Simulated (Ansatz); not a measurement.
# TaSi2N4 bilayer (AA') in a perpendicular field, part 2 of 2

What dipole does a perpendicular field induce in the TaSi2N4 bilayer (AA')? A positive field points along +c.

Ansatz 0.2.0; plane-wave DFT, PBE-D3(BJ), Ansatz PAW.

So far. Step 8 (Atoms held, field -0.25 V/Å): The dipole is -0.185 e·Å.

### Step 9. Response, atoms held

This step: plane-wave DFT, PBE-D3(BJ), Ansatz PAW; response to a field along the normal, atoms held (Ansatz 0.2.0).

The dipoles give the slope, and the difference of two potentials shows where the field is screened.

Numbers from this step:

| Item | Value |
| --- | --- |
| equivalent conductor thickness p/(ε₀AE) | 17.77 Å |
| distance between the outer atoms | 16.78 Å |

Dipole of the cell against applied field:

```
applied field (V/Å)  dipole of the cell (e·Å)
             -0.250                    -0.185
             -0.030                   -0.0222
              0.000                   -5.0e-6
              0.030                    0.0222
              0.150                     0.111
              0.250                     0.185
```

The total moment stays at 1.44 μB for applied field from -0.25 to 0.25 V/Å.

Local field over the applied field, running mean. From the potentials at -0.03 and 0.03 V/Å; running mean over 2.5 Å. Table of local field over applied field by z:

z (Å), local field over applied field and a bar from the least value:
```
        5      0.998 ##############################
        6      0.982 #############################
        7      0.862 ##########################
        8      0.555 #################
        9      0.279 #########
       10      0.175 ######
       11      0.143 #####
       12      0.059 ##
       13      0.014 #
       14     -0.016 
       15     -0.012 
       16     -0.011 
       17     -0.014 
       18     -0.014 
       19     -0.010 
       20     -0.013 
       21     -0.014 
       22      0.020 #
       23      0.076 ###
       24      0.150 #####
       25      0.184 ######
       26      0.325 ##########
       27      0.630 ###################
       28      0.908 ###########################
       29      0.989 ##############################
       30      0.999 ##############################
```

The induced electron density oscillates, so the rows of the table below give means over windows of 1 Å about each position, cut where the curve ends. Its maxima inside the range that stand out by 2 % of the span (Å: e/Å³ per V/Å): 8.1: 0.00380, 9.1: 0.00120, 10.6: 0.00137, 11.3: 0.00115, 12.5: 0.00152, 16.7: 1.3e-4, 21.7: 1.2e-4, 22.7: 8.6e-4, 23.8: -3.4e-4, 25.1: 0.00201, 25.9: -3.9e-4. Its minima: 8.8: 3.9e-4, 9.7: -0.00201, 11.0: 3.4e-4, 12.0: -8.6e-4, 13.0: -1.2e-4, 18.1: -1.3e-4, 22.3: -0.00152, 23.5: -0.00115, 24.2: -0.00137, 25.6: -0.00120, 26.7: -0.00381.

Electrons, planar mean, per unit field. Induced electron density against z; means over each step:

z (Å), induced electron density (e/Å³ per V/Å) and a bar from the least value:
```
        5    0.00001 ##############
        6    0.00010 ###############
        7    0.00084 ##################
        8    0.00311 ##############################
        9    0.00079 ##################
       10   -0.00047 ############
       11    0.00086 ##################
       12    0.00002 ##############
       13    0.00037 ################
       14    0.00001 ##############
       15   -0.00007 ##############
       16    0.00002 ##############
       17    0.00008 ##############
       18   -0.00009 ##############
       19    0.00001 ##############
       20    0.00006 ##############
       21   -0.00002 ##############
       22   -0.00059 ###########
       23    0.00000 ##############
       24   -0.00092 #########
       25    0.00080 ##################
       26   -0.00158 ######
       27   -0.00273 
       28   -0.00053 ###########
       29   -0.00006 ##############
       30    0.00000 ##############
```

By hand: between -0.03 and 0.03 V/Å the dipole changes by 0.04444 e·Å, a slope of 0.7407 e·Å²/V. A perfect conductor of thickness t has p = ε₀AEt, so t = 180.95 × 0.7407 / 7.544 = 17.77 Å (e/ε₀ = 180.95 V·Å, A in Å²).

The induced dipole is that of a conductor 17.77 Å thick.

### Step 10. Varying the input

This step: plane-wave DFT, PBE-D3(BJ), Ansatz PAW (Ansatz 0.2.0).

A run with a changed input: it repeats the earlier run at 0.03 V/Å with efield.dipole_correction from true to false.

File input.yaml:

```yaml
crystal:
  lattice:
    - [2.9514948504, 0.0, 0.0]
    - [-1.4757474252, 2.5560695196, 0.0]
    - [0.0, 0.0, 34.7754236544]
  atoms:
    - { symbol: "N", position: [0.0, 0.0, 0.258803461], spin: 0.01 }
    - { symbol: Si, position: [0.3333333333, 0.6666666667, 0.2732918508] }
    - { symbol: "N", position: [0.3333333333, 0.6666666667, 0.3235922994], spin: 0.01 }
    - { symbol: Ta, position: [0.0, 0.0, 0.3597410789], spin: 0.24 }
    - { symbol: "N", position: [0.3333333333, 0.6666666667, 0.3958657082], spin: 0.01 }
    - { symbol: Si, position: [0.3333333333, 0.6666666667, 0.4461257071] }
    - { symbol: "N", position: [0.0, 0.0, 0.4603543312], spin: 0.01 }
    - { symbol: "N", position: [0.3333333333, 0.6666666667, 0.5396456688], spin: 0.01 }
    - { symbol: Si, position: [0.0, 0.0, 0.5538742929] }
    - { symbol: "N", position: [0.0, 0.0, 0.6041342918], spin: 0.01 }
    - { symbol: Ta, position: [0.3333333333, 0.6666666667, 0.6402589211], spin: 0.24 }
    - { symbol: "N", position: [0.0, 0.0, 0.6764077006], spin: 0.01 }
    - { symbol: Si, position: [0.0, 0.0, 0.7267081492] }
    - { symbol: "N", position: [0.3333333333, 0.6666666667, 0.741196539], spin: 0.01 }
magnetization:
  spin_polarized: true
kpoints:
  mp_grid: { grid: [18, 18, 1] }
  band_path:
    path: [[0, 0, 0], [0.5, 0, 0], [0.33333333, 0.33333333, 0], [0, 0, 0]]
    npoints: 16
hamiltonian:
  xc: pbe
  dispersion: d3bj
scf:
  occupations: { method: fermi_dirac, width: 0.05 }
  convergence: { dr2_threshold: 1.0e-10 }
efield:
  axis: 3
  dipole_correction: false
  ramp_position: 0.97
  ramp_width: 0.06
  amplitude: 0.03
output:
  write_potential: true
  write_density: true
  volumetric_format: npy
```

On the command line:

```sh
ansatz run input.yaml --threads 4 --pin off --max-ram 6144MiB --backend cpu --events-out ev --progress --plain --runs-dir out
```

The job ended after 40 s (4 threads of AMD EPYC 9R45, shared host; peak memory 1.5 GiB; 2.6 min of CPU time).

```
                     quantity  this run  earlier run  difference
dipole along the normal (e·Å)   0.04540      0.02222       0.023
            total moment (μB)     1.441        1.441     -5.3e-5
```

With the dipole correction off, the periodic images add a field of their own to the typed one.

What moves beyond 0.01 in its unit (for the dipole 0.5 % and 5e-5 e·Å): dipole along the normal (+0.0232 e·Å).

These numbers are not those of the isolated slab.

### Step 11. Results

```yaml
gap_without_field: none
work_function_upper_face: 5.31 eV
equivalent_conductor_thickness_atoms_held: 17.8 Å
```

**Reading.** The induced dipole equals that of a perfect conductor 17.77 Å thick, while the outer atoms lie 16.78 Å apart. There is no gap over 0.03 eV, with or without the field. For an open d or f shell that can be the fault of a semilocal functional without a Hubbard term. The magnetic order is the one reached from the typed start; other orders were not compared. Spin-orbit coupling is left out, which matters for the bands of elements this heavy. The outer anions sit over the metal atoms, one of several polytypes of such layers and not the lowest for every compound.

[Logs are printed without paths, hosts, clocks, repeated set-up lines and the standing remarks that a program may print on its own settings, such as how far it seeks lower states.]

[Hosts, paths, dates, database ids (printed as entryN), source tags and the programs' standing remarks are cut or masked in the printed files.]

[Maps of the electrostatic potential energy from Ansatz leave out the sawtooth potential of an applied field or a dipole correction, so their vacuum need not be flat; planar profiles and work functions include it.]
